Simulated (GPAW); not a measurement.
**How the plane-wave cutoff moves the magnetism of free-standing triangular Rh monolayer, spacing 2.904 A**

Two starts of free-standing triangular Rh monolayer, spacing 2.904 A are run at each rung of the plane-wave cutoff. Which rung is enough?

Method: revPBE; plane waves with GPAW's PAW setups, scalar-relativistic, in GPAW 26.7.0.

## (1) Starting point

The cell holds 1 atom: 1 Rh. Its edges and angles: a = 2.904 Å, b = 2.904 Å, c = 14.000 Å, α = 90.0°, β = 90.0°, γ = 120.0°. model lattice. Vacuum lies along c.

## (2) Rung 1 (250 eV), start ferro +

The ladder starts at a low cutoff and climbs, to see from where on the results stand still.

File order1.py:

```python
import json
import numpy as np
from ase import Atoms
from ase.parallel import paropen, parprint
from gpaw import GPAW

atoms = Atoms(['Rh'],
    cell=[[2.904, 0.0, 0.0],
         [-1.452, 2.514938, 0.0],
         [0.0, 0.0, 14.0]],
    scaled_positions=[[0.0, 0.0, 0.5]],
    pbc=True,
    magmoms=[1.0])
atoms.calc = GPAW(mode={'name': 'pw', 'ecut': 250},
    xc='revPBE',
    kpts={'size': (10, 10, 1), 'gamma': True},
    occupations={'name': 'fermi-dirac', 'width': 0.05},
    convergence={'density': 1e-05, 'energy': 1e-05},
    maxiter=200,
    symmetry={'tolerance': 1e-4},
    txt='order1.txt')
e = atoms.get_potential_energy(force_consistent=True)
res = {'free_energy': e, 'energy_sigma0': atoms.get_potential_energy(), 'fermi_energy': atoms.calc.get_fermi_level()}
res['moments'] = atoms.get_magnetic_moments().tolist()
res['total'] = atoms.get_magnetic_moment()
parprint('site moments (muB):', np.round(res['moments'], 3))
parprint(f"total moment: {res['total']:.3f} muB")
parprint(f'free energy: {e:.6f} eV')
atoms.calc.write('order1.gpw')
with paropen('results.json', 'w') as f:
    json.dump(res, f)
```

Run with:

```
OMP_NUM_THREADS=1 python3 order1.py > order1.log
```

What it wrote:

```text
site moments (muB): [1.416]
total moment: 1.573 muB
free energy: -4.332233 eV

--- order1.txt ---
Input parameters:
  mode=PW(ecut=250),
  convergence={'density': 1e-05, 'energy': 1e-05},
  kpts=MonkhorstPack(size=(10, 10, 1), gamma=True),
  maxiter=200,
  occupations=Occupations(name='fermi-dirac', width=0.05),
  symmetry=Symmetry(tolerance=0.0001),
  xc=XC(name='revPBE')

Diagonalizing LCAO Hamiltonian
Converting LCAO to pw mode

       Rh

Atoms  # Å, Bohr magnetons
|   | symbol |        x |        y |        z |    initial magnetic moments |
|---|--------|----------|----------|----------|-----------------------------|
| 0 |     Rh | 0.000000 | 0.000000 | 7.000000 | ( 0.0000,  0.0000,  1.0000) |

Unit cell  # Å
| periodic |         x |        y |         z |   lengths |     angles |
|----------|-----------|----------|-----------|-----------|------------|
|      yes |  2.904000 | 0.000000 |  0.000000 |  2.904000 |  90.000000 |
|      yes | -1.452000 | 2.514938 |  0.000000 |  2.904000 |  90.000000 |
|      yes |  0.000000 | 0.000000 | 14.000000 | 14.000000 | 119.999998 |

Number of symmetries: 24

BZ-sampling:
  Number of BZ points: 100
  Number of IBZ points: 14

  Monkhorst-Pack size: [10, 10, 1]
  Monkhorst-Pack shift: [0.05, 0.05, 0.0]

Plane wave coefficients: 937
Cutoff: 250.0 eV

Spin-components: 2 (collinear spins)
Bands:           12
Projectors:      6
Spin-degeneracy: 1
Datatype:        complex128

Parallelization:
  kpt:    1
  domain: 1
  band:   1

Density:
  Valence electrons: 15.0
  Components: 2
  Grid points: [12 12 54]
  Charge: 0.0  # |e|

Potential:
  Grid points: [12 12 54]

[... setups left out ...]
Reference energy: -130140.478630  # eV

eigensolver:
  PPCG
  Converge bands: occupied
  niter=2

density mixing:
  MSR1-Mixer
  Pratt-step length: 0.05
  Maximum mixing coefficient: 0.75
  Old densities: 10
  SVD Regularization: 0.005
  Good broyden scale: 1.0
  Trust region scale: 1.0
  Backstep threshold: 4.0
  History deletion threshold: 6.0
  Fourier metric: weight=20.0, sigma=0.015

occupation numbers:
  Fermi-Dirac:
    width: 0.0500  # eV

poisson solver:
  ecut: 2000.0  # eV

xc functional:
  name: revPBE with 2 nearest neighbor stencil

convergence criteria:
- Maximum integral of absolute [dens]ity change: 1e-05 electrons / valence electron
- Maximum [total energy] change in last 3 cyles: 1e-05 eV / valence electron
- Maximum integral of absolute [eigenst]ate change: 4e-08 eV^2 / valence electron
maximum number of iterations: 200

SCF iterations
|iter     |      energy | eigst |  dens |  magmom |
|---------|-------------|-------|-------|---------|
|iter:   1|       0s |   -4.869010 | -0.61 |       |  +0.9935|
|iter:   2|       0s |   -4.633274 | -1.99 | -0.90 |  +0.9959|
|iter:   3|       0s |   -4.237977 | -1.02 | -0.95 |  +1.0118|
|iter:   4|       1s |   -4.263857 | -2.32 | -1.25 |  +1.1522|
|iter:   5|       1s |   -4.313914 | -2.35 | -1.43 |  +1.4363|
|iter:   6|       1s |   -4.317311 | -3.27 | -1.80 |  +1.4689|
|iter:   7|       2s |   -4.320298 | -3.00 | -2.00 |  +1.5767|
|iter:   8|       2s |   -4.320394 | -4.50 | -2.88 |  +1.5690|
|iter:   9|       2s |   -4.320458 | -5.08 | -3.32 |  +1.5743|
|iter:  10|       3s |   -4.320492c| -5.76 | -3.71 |  +1.5728|
|iter:  11|       3s |   -4.320601c| -5.59 | -3.79 |  +1.5730|
|iter:  12|       3s |   -4.320595c| -6.78 | -4.05 |  +1.5733|
|iter:  13|       4s |   -4.320592c| -7.52c| -4.65 |  +1.5734|
|iter:  14|       4s |   -4.320592c| -7.95c| -5.37c|  +1.5734|

Converged in 14 steps
Energy contributions relative to reference atoms: (reference = -130140.478630)

Energy contributions:
  Kinetic:          -8.983046
  Coulomb:           5.240599
  Zero:              0.464233
  External:          0.000000
  Xc:               -1.030737
  Entropy:          -0.023282
  Spinorbit:         0.000000
  ----------------------------
  Free energy:      -4.332233
  Extrapolated:     -4.320592

dipole moment: (-4.309471, -7.464223, 0.000001)  # |e|*Ang

Total magnetic moment: (0.000000, 0.000000, 1.573425)

Local magnetic moments
|        x |        y |        z |
|----------|----------|----------|
| 0.000000 | 0.000000 | 1.416480 |  # Rh   0

Fermi level: -2.882
Eigenvalues  # (at kpt = [0.000, 0.000, 0.000])
| band index |      eig [eV] | occ [0-1] |      eig [eV] | occ [0-1] |
|------------|---------------|-----------|---------------|-----------|
|          0 |       -49.283 |     1.000 |       -48.010 |     1.000 |
|          1 |       -49.042 |     1.000 |       -48.010 |     1.000 |
|          2 |       -49.042 |     1.000 |       -48.007 |     1.000 |
|          3 |        -7.160 |     1.000 |        -6.786 |     1.000 |
|          4 |        -4.808 |     1.000 |        -3.938 |     1.000 |
|          5 |        -4.779 |     1.000 |        -3.938 |     1.000 |
|          6 |        -4.779 |     1.000 |        -3.640 |     1.000 |
|          7 |        -3.530 |     1.000 |        -2.362 |     0.000 |
|          8 |        -3.530 |     1.000 |        -2.362 |     0.000 |
|          9 |        -1.200 |     0.000 |        -0.849 |     0.000 |
|         10 |         1.872 |     0.000 |         1.916 |     0.000 |
|         11 |         2.925 |     0.000 |         2.960 |     0.000 |

No gap
No difference between direct/indirect transitions
```

The job ended after 8.2 s (1 MPI rank of AMD EPYC 9R14 (Zen 4), shared host; peak memory 0.14 GiB).

Numbers from this step:

- magnetization: 1.573 μB
- final state: ferromagnetic
- largest moment: 1.416 μB

After 14 cycles the largest moment stands at 1.42 μB.

## (3) Rung 1 (250 eV), start antiferro q=(0,1/2,0) +-

The second start gives the energy difference between the two end states, the quantity that is followed up the ladder. Its q is in fractions of the reciprocal vectors of the first run's cell.

order2.py is the script of step 2 with these lines changed:

```diff
@@ -6,12 +6,13 @@
 
-atoms = Atoms(['Rh'],
+atoms = Atoms(['Rh', 'Rh'],
     cell=[[2.904, 0.0, 0.0],
-         [-1.452, 2.514938, 0.0],
+         [-2.904, 5.029876, 0.0],
          [0.0, 0.0, 14.0]],
-    scaled_positions=[[0.0, 0.0, 0.5]],
+    scaled_positions=[[0.0, 0.0, 0.5],
+         [0.0, 0.5, 0.5]],
     pbc=True,
-    magmoms=[1.0])
+    magmoms=[1.0, -1.0])
 atoms.calc = GPAW(mode={'name': 'pw', 'ecut': 250},
     xc='revPBE',
-    kpts={'size': (10, 10, 1), 'gamma': True},
+    kpts={'size': (10, 5, 1), 'gamma': True},
     occupations={'name': 'fermi-dirac', 'width': 0.05},
@@ -20,3 +21,3 @@
     symmetry={'tolerance': 1e-4},
-    txt='order1.txt')
+    txt='order2.txt')
 e = atoms.get_potential_energy(force_consistent=True)
@@ -28,3 +29,3 @@
 parprint(f'free energy: {e:.6f} eV')
-atoms.calc.write('order1.gpw')
+atoms.calc.write('order2.gpw')
 with paropen('results.json', 'w') as f:
```

Run with:

```
OMP_NUM_THREADS=1 python3 order2.py > order2.log
```

What it wrote:

```text
site moments (muB): [ 0.961 -0.961]
total moment: -0.000 muB
free energy: -8.430494 eV

--- order2.txt ---
Input parameters:
  mode=PW(ecut=250),
  convergence={'density': 1e-05, 'energy': 1e-05},
  kpts=MonkhorstPack(size=(10, 5, 1), gamma=True),
  maxiter=200,
  occupations=Occupations(name='fermi-dirac', width=0.05),
  symmetry=Symmetry(tolerance=0.0001),
  xc=XC(name='revPBE')

Diagonalizing LCAO Hamiltonian
Converting LCAO to pw mode

         Rh
          Rh

Atoms  # Å, Bohr magnetons
|   | symbol |         x |        y |        z |    initial magnetic moments |
|---|--------|-----------|----------|----------|-----------------------------|
| 0 |     Rh |  0.000000 | 0.000000 | 7.000000 | ( 0.0000,  0.0000,  1.0000) |
| 1 |     Rh | -1.452000 | 2.514938 | 7.000000 | ( 0.0000,  0.0000, -1.0000) |

Number of symmetries: 4

BZ-sampling:
  Number of BZ points: 50
  Number of IBZ points: 26

  Monkhorst-Pack size: [10, 5, 1]
  Monkhorst-Pack shift: [0.05, 0.0, 0.0]

Plane wave coefficients: 1859
Cutoff: 250.0 eV

Spin-components: 2 (collinear spins)
Bands:           22
Projectors:      12
Spin-degeneracy: 1
Datatype:        complex128

Parallelization:
  kpt:    1
  domain: 1
  band:   1

Density:
  Valence electrons: 30.0
  Components: 2
  Grid points: [12 24 54]
  Charge: 0.0  # |e|

Potential:
  Grid points: [12 24 54]

[... setups left out ...]
Reference energy: -260280.957261  # eV

convergence criteria:
- Maximum integral of absolute [dens]ity change: 1e-05 electrons / valence electron
- Maximum [total energy] change in last 3 cyles: 1e-05 eV / valence electron
[...]
|iter:  13|      21s |   -8.394559c| -6.12 | -3.88 |  -0.0000|
|iter:  14|      23s |   -8.394567c| -6.56 | -4.21 |  -0.0000|
|iter:  15|      24s |   -8.394567c| -7.35 | -4.85 |  -0.0000|
|iter:  16|      25s |   -8.394567c| -7.56c| -5.26c|  -0.0000|

Converged in 16 steps
Energy contributions relative to reference atoms: (reference = -260280.957261)

Energy contributions:
  Kinetic:         -17.457150
  Coulomb:          10.444700
  Zero:              0.914834
  External:          0.000000
  Xc:               -2.261025
  Entropy:          -0.071853
  Spinorbit:         0.000000
  ----------------------------
  Free energy:      -8.430494
  Extrapolated:     -8.394567

dipole moment: (-8.608951, -14.911140, 0.000003)  # |e|*Ang

Total magnetic moment: (0.000000, 0.000000, -0.000015)

Local magnetic moments
|        x |        y |         z |
|----------|----------|-----------|
| 0.000000 | 0.000000 |  0.961447 |  # Rh   0
| 0.000000 | 0.000000 | -0.961462 |  # Rh   1

Fermi level: -2.799
Eigenvalues  # (at kpt = [0.000, 0.000, 0.000])
| band index |      eig [eV] | occ [0-1] |      eig [eV] | occ [0-1] |
|------------|---------------|-----------|---------------|-----------|
|          0 |       -48.837 |     1.000 |       -48.837 |     1.000 |
|        ... |               |           |               |           |
|          6 |        -6.848 |     1.000 |        -6.848 |     1.000 |
|          7 |        -6.090 |     1.000 |        -6.090 |     1.000 |
|          8 |        -4.898 |     1.000 |        -4.898 |     1.000 |
|          9 |        -4.389 |     1.000 |        -4.389 |     1.000 |
[...]
|         18 |         0.227 |     0.000 |         0.227 |     0.000 |
|         19 |         1.876 |     0.000 |         1.876 |     0.000 |
|         20 |         2.930 |     0.000 |         2.930 |     0.000 |
|         21 |         3.616 |     0.000 |         3.613 |     0.000 |

No gap
No difference between direct/indirect transitions
```

The job ended after 29 s (1 MPI rank; peak memory 0.21 GiB).

Read from the output:

```
magnetization  : 0 μB
final state    : antiferromagnetic
largest moment : 0.9615 μB
```

This start lies +117.0 meV a seeded atom from the first; its largest moment is 0.961 μB.

## (4) Rung 2 (325 eV), start ferro +

order1.py is the script of step 2 with these lines changed:

```diff
@@ -13,3 +13,3 @@
     magmoms=[1.0])
-atoms.calc = GPAW(mode={'name': 'pw', 'ecut': 250},
+atoms.calc = GPAW(mode={'name': 'pw', 'ecut': 325},
     xc='revPBE',
```

Run with:

```
OMP_NUM_THREADS=1 python3 order1.py > order1.log
```

What it wrote:

```text
site moments (muB): [1.428]
total moment: 1.577 muB
free energy: -4.627058 eV

--- order1.txt ---
Input parameters:
  mode=PW(ecut=325),
  convergence={'density': 1e-05, 'energy': 1e-05},
  kpts=MonkhorstPack(size=(10, 10, 1), gamma=True),
  maxiter=200,
  occupations=Occupations(name='fermi-dirac', width=0.05),
  symmetry=Symmetry(tolerance=0.0001),
  xc=XC(name='revPBE')

Diagonalizing LCAO Hamiltonian
[...]
|          3 |        -7.121 |     1.000 |        -6.741 |     1.000 |
|          4 |        -4.795 |     1.000 |        -3.921 |     1.000 |
[...]
|          8 |        -3.527 |     1.000 |        -2.360 |     0.000 |
|          9 |        -1.188 |     0.000 |        -0.836 |     0.000 |
|         10 |         1.847 |     0.000 |         1.897 |     0.000 |
|         11 |         2.895 |     0.000 |         2.937 |     0.000 |

No gap
No difference between direct/indirect transitions


[key lines of the parts left out:]
Free energy:      -4.627058
Converged in 14 steps
dipole moment: (-4.307163, -7.460225, 0.000001)  # |e|*Ang
Fermi level: -2.872
```

Run time: 8 s. Hardware: 1 MPI rank; peak memory 0.16 GiB.

Numbers from this step:

```
magnetization  : 1.577 μB
final state    : ferromagnetic
largest moment : 1.428 μB
```

The largest moment moves by +0.01 μB from rung 1, at 1.2 times its CPU time.

## (5) Rung 2 (325 eV), start antiferro q=(0,1/2,0) +-

order2.py is the script of step 3 with these lines changed:

```diff
@@ -14,3 +14,3 @@
     magmoms=[1.0, -1.0])
-atoms.calc = GPAW(mode={'name': 'pw', 'ecut': 250},
+atoms.calc = GPAW(mode={'name': 'pw', 'ecut': 325},
     xc='revPBE',
```

Run with:

```
OMP_NUM_THREADS=1 python3 order2.py > order2.log
```

What it wrote:

```text
site moments (muB): [ 0.972 -0.971]
total moment: 0.001 muB
free energy: -9.021912 eV

--- order2.txt ---
Input parameters:
  mode=PW(ecut=325),
  convergence={'density': 1e-05, 'energy': 1e-05},
  kpts=MonkhorstPack(size=(10, 5, 1), gamma=True),
  maxiter=200,
  occupations=Occupations(name='fermi-dirac', width=0.05),
  symmetry=Symmetry(tolerance=0.0001),
  xc=XC(name='revPBE')

Diagonalizing LCAO Hamiltonian
[...]
|          8 |        -4.872 |     1.000 |        -4.872 |     1.000 |
|          9 |        -4.373 |     1.000 |        -4.373 |     1.000 |
[...]
|         18 |         0.273 |     0.000 |         0.273 |     0.000 |
|         19 |         1.854 |     0.000 |         1.854 |     0.000 |
|         20 |         2.906 |     0.000 |         2.906 |     0.000 |
|         21 |         3.605 |     0.000 |         3.605 |     0.000 |

No gap
No difference between direct/indirect transitions


[key lines of the parts left out:]
Free energy:      -9.021912
Converged in 19 steps
dipole moment: (-8.604073, -14.902693, 0.000003)  # |e|*Ang
Fermi level: -2.776
```

The job ended after 41 s (1 MPI rank; peak memory 0.24 GiB).

Numbers from this step:

```yaml
magnetization: 0 μB
final_state: antiferromagnetic
largest_moment: 0.9718 μB
```

This start lies +116.1 meV a seeded atom from the first, a change of -0.9 meV since rung 1; its largest moment is 0.972 μB.

## (6) Rung 3 (400 eV), start ferro +

order1.py is the script of step 4 with these lines changed:

```diff
@@ -13,3 +13,3 @@
     magmoms=[1.0])
-atoms.calc = GPAW(mode={'name': 'pw', 'ecut': 325},
+atoms.calc = GPAW(mode={'name': 'pw', 'ecut': 400},
     xc='revPBE',
```

Run with:

```
OMP_NUM_THREADS=1 python3 order1.py > order1.log
```

What it wrote:

```text
site moments (muB): [1.434]
total moment: 1.579 muB
free energy: -4.778691 eV

--- order1.txt ---
Input parameters:
  mode=PW(ecut=400),
  convergence={'density': 1e-05, 'energy': 1e-05},
  kpts=MonkhorstPack(size=(10, 10, 1), gamma=True),
  maxiter=200,
  occupations=Occupations(name='fermi-dirac', width=0.05),
  symmetry=Symmetry(tolerance=0.0001),
  xc=XC(name='revPBE')

Diagonalizing LCAO Hamiltonian
[...]
|          3 |        -7.109 |     1.000 |        -6.727 |     1.000 |
|          4 |        -4.789 |     1.000 |        -3.911 |     1.000 |
[...]
|          8 |        -3.526 |     1.000 |        -2.357 |     0.000 |
|          9 |        -1.183 |     0.000 |        -0.831 |     0.000 |
|         10 |         1.864 |     0.000 |         1.902 |     0.000 |
|         11 |         2.901 |     0.000 |         2.935 |     0.000 |

No gap
No difference between direct/indirect transitions


[key lines of the parts left out:]
Free energy:      -4.778691
Converged in 14 steps
dipole moment: (-4.305880, -7.458003, 0.000001)  # |e|*Ang
Fermi level: -2.869
```

Run time: 8.4 s. Hardware: 1 MPI rank; peak memory 0.17 GiB.

This step gave:

```
magnetization  : 1.579 μB
final state    : ferromagnetic
largest moment : 1.434 μB
```

The largest moment moves by +0.01 μB from rung 2, at 1.1 times its CPU time.

## (7) Rung 3 (400 eV), start antiferro q=(0,1/2,0) +-

order2.py is the script of step 5 with these lines changed:

```diff
@@ -14,3 +14,3 @@
     magmoms=[1.0, -1.0])
-atoms.calc = GPAW(mode={'name': 'pw', 'ecut': 325},
+atoms.calc = GPAW(mode={'name': 'pw', 'ecut': 400},
     xc='revPBE',
```

Run with:

```
OMP_NUM_THREADS=1 python3 order2.py > order2.log
```

What it wrote:

```text
site moments (muB): [ 0.977 -0.977]
total moment: 0.000 muB
free energy: -9.325819 eV

--- order2.txt ---
Input parameters:
  mode=PW(ecut=400),
  convergence={'density': 1e-05, 'energy': 1e-05},
  kpts=MonkhorstPack(size=(10, 5, 1), gamma=True),
  maxiter=200,
  occupations=Occupations(name='fermi-dirac', width=0.05),
  symmetry=Symmetry(tolerance=0.0001),
  xc=XC(name='revPBE')

Diagonalizing LCAO Hamiltonian
[...]
|          8 |        -4.859 |     1.000 |        -4.859 |     1.000 |
|          9 |        -4.367 |     1.000 |        -4.367 |     1.000 |
[...]
|         18 |         0.290 |     0.000 |         0.290 |     0.000 |
|         19 |         1.865 |     0.000 |         1.865 |     0.000 |
|         20 |         2.907 |     0.000 |         2.907 |     0.000 |
|         21 |         3.627 |     0.000 |         3.628 |     0.000 |

No gap
No difference between direct/indirect transitions


[key lines of the parts left out:]
Free energy:      -9.325819
Converged in 17 steps
dipole moment: (-8.601417, -14.898086, 0.000003)  # |e|*Ang
Fermi level: -2.765
```

Elapsed: 56 s, on 1 MPI rank; peak memory 0.28 GiB.

This step gave:

- magnetization: 0 μB
- final state: antiferromagnetic
- largest moment: 0.9774 μB

This start lies +115.8 meV a seeded atom from the first, a change of -0.3 meV since rung 2; its largest moment is 0.977 μB.

## (8) Rung 4 (500 eV), start ferro +

order1.py is the script of step 6 with these lines changed:

```diff
@@ -13,3 +13,3 @@
     magmoms=[1.0])
-atoms.calc = GPAW(mode={'name': 'pw', 'ecut': 400},
+atoms.calc = GPAW(mode={'name': 'pw', 'ecut': 500},
     xc='revPBE',
```

Run with:

```
OMP_NUM_THREADS=1 python3 order1.py > order1.log
```

What it wrote:

```text
site moments (muB): [1.435]
total moment: 1.579 muB
free energy: -4.813494 eV

--- order1.txt ---
Input parameters:
  mode=PW(ecut=500),
  convergence={'density': 1e-05, 'energy': 1e-05},
  kpts=MonkhorstPack(size=(10, 10, 1), gamma=True),
  maxiter=200,
  occupations=Occupations(name='fermi-dirac', width=0.05),
  symmetry=Symmetry(tolerance=0.0001),
  xc=XC(name='revPBE')

Diagonalizing LCAO Hamiltonian
[...]
|          3 |        -7.107 |     1.000 |        -6.726 |     1.000 |
|          4 |        -4.789 |     1.000 |        -3.909 |     1.000 |
[...]
|          8 |        -3.526 |     1.000 |        -2.358 |     0.000 |
|          9 |        -1.182 |     0.000 |        -0.830 |     0.000 |
|         10 |         1.869 |     0.000 |         1.903 |     0.000 |
|         11 |         2.900 |     0.000 |         2.932 |     0.000 |

No gap
No difference between direct/indirect transitions


[key lines of the parts left out:]
Free energy:      -4.813494
Converged in 14 steps
dipole moment: (-4.305409, -7.457187, 0.000001)  # |e|*Ang
Fermi level: -2.868
```

Wall time 10 s (1 MPI rank); peak memory 0.19 GiB.

Read from the output:

```
magnetization  : 1.579 μB
final state    : ferromagnetic
largest moment : 1.435 μB
```

The largest moment is that of rung 3, at 1.2 times its CPU time.

[end of part 1 of 2]

[Logs and program files are shortened in this print: banners, set-up blocks, solver, clock and traceback lines can be left out without a mark of their own.]

[Logs are printed without paths, hosts, clocks, repeated set-up lines and the standing remarks that a program may print on its own settings, such as how far it seeks lower states.]

[Hosts, paths, dates, database ids (printed as entryN), source tags and the programs' standing remarks are cut or masked in the printed files.]

[Where a cell is said to come from a database of computed structures, the database is the Materials Project.]
